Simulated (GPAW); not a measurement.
# Polarising Cl/Co(0001) with a field along the normal

The dipole of the cell at several fields, atoms fixed. What does the strongest field give, and what length does the slope stand for?

Set-up. GPAW 26.7.0, plane waves (400 eV), PAW setups, PBE, 14×14 mesh, a dipole layer in the vacuum; geometry relaxed without an applied field with GPAW. The cell's area is 5.46 Å², and e/ε0 = 180.95 V Å.

Results, with one row withheld:

| field (V/Å) | dipole (e Å) |
| --- | --- |
| −0.2 | −0.0483 |
| −0.1 | −0.0156 |
| −0.05 | 0.0008 |
| 0.05 | 0.0336 |
| 0.1 | 0.0500 |
| 0.2 | 0.0828 |
| 0.3 | ? |

To predict: What is the dipole at 0.3 V/Å?

A: A line through the 6 points has the slope α = 0.328 e Å per V/Å and the intercept p₀ = 0.0172 e Å (r.m.s. residual 2.7e−05). At 0.3 V/Å it gives p = 0.0172 + 0.328 × 0.3 = 0.1156 e Å; the run gives 0.1156 e Å, so the response stays linear to 0.1 % of the induced part. Dividing by ε0 and the area: α/(ε0 A) = 0.328 × 180.95 / 5.46 = 10.87 Å, against 8.12 Å between the outer nuclei.

**Limits.** This is the electronic response alone; ions that move would add to it in polar layers. Spin-polarised runs started from parallel moments; another order may lie lower.
